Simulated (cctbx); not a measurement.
# LaZn2Fe10: precision against data quality

Space group Fmmm (no. 69), a = 4.7620 Å, b = 11.8050 Å, c = 12.5710 Å, α = 90.00°, β = 90.00°, γ = 90.00°.

```
atom  mult.    x       y       z  Ueq (Å²)
 La1      4    0       0       0    0.0078
 Zn1      8  1/4       0     3/4    0.0186
 Fe1      8  3/4     3/4       0    0.0161
 Fe2     16  1/2  0.6118  0.6204    0.0185
 Fe3     16    0  0.8300  0.8170    0.0165
```

The model was made for the exercise: a known structure type with other elements put in, its volume estimated, not relaxed; displacement parameters are assumed.

Five simulated data sets (cctbx; Mo Kα, λ = 0.71073 Å; 2 % proportional error) differ in resolution or exposure (noise floor 2 counts in the first three, 8 in the last two). Each is refined with the right model, isotropic at 1.1 Å and anisotropic otherwise. How do the figures of merit and the uncertainties move?

```
d min (Å)  top counts  ⟨I/σ⟩ (unmerged, absences included)  unique  param. (scale apart)   Rint      R1  GooF  largest s.u. xyz (fractional)  s.u. U of Fe1 (Å²)  largest error (Å)
      1.1        5000                                  3.8      94                     9  0.032  0.0242  2.29                        0.00022              0.0012             0.0042
     0.84        5000                                  3.1     194                    23  0.035  0.0112  0.91                        0.00006              0.0006             0.0010
      0.6        5000                                  2.2     507                    23  0.049  0.0168  0.95                        0.00005              0.0003             0.0011
     0.75         300                                  0.4     270                    23  0.360  0.0741  0.93                        0.00056              0.0041             0.0127
     0.75        3000                                  1.9     270                    23  0.067  0.0208  0.93                        0.00010              0.0007             0.0022
```

GooF reaches 2.29 where the model lacks something that the data hold (anisotropy at the isotropic level, for one). The s.u. of U for Fe1 goes 0.0012, 0.0006, 0.0003 Å² with resolution and 0.0041, 0.0007 Å² with exposure.

The 1.1 Å row also differs in its displacement model, so it isn't a clean test of resolution.

Hardware for the 0.6 Å refinement: 0.45 s on 1 thread of Arm Neoverse V2, on a shared host, peak memory 0.09 GiB.

[Logs are printed without paths, hosts, clocks, repeated set-up lines and the standing remarks that a program may print on its own settings, such as how far it seeks lower states.]
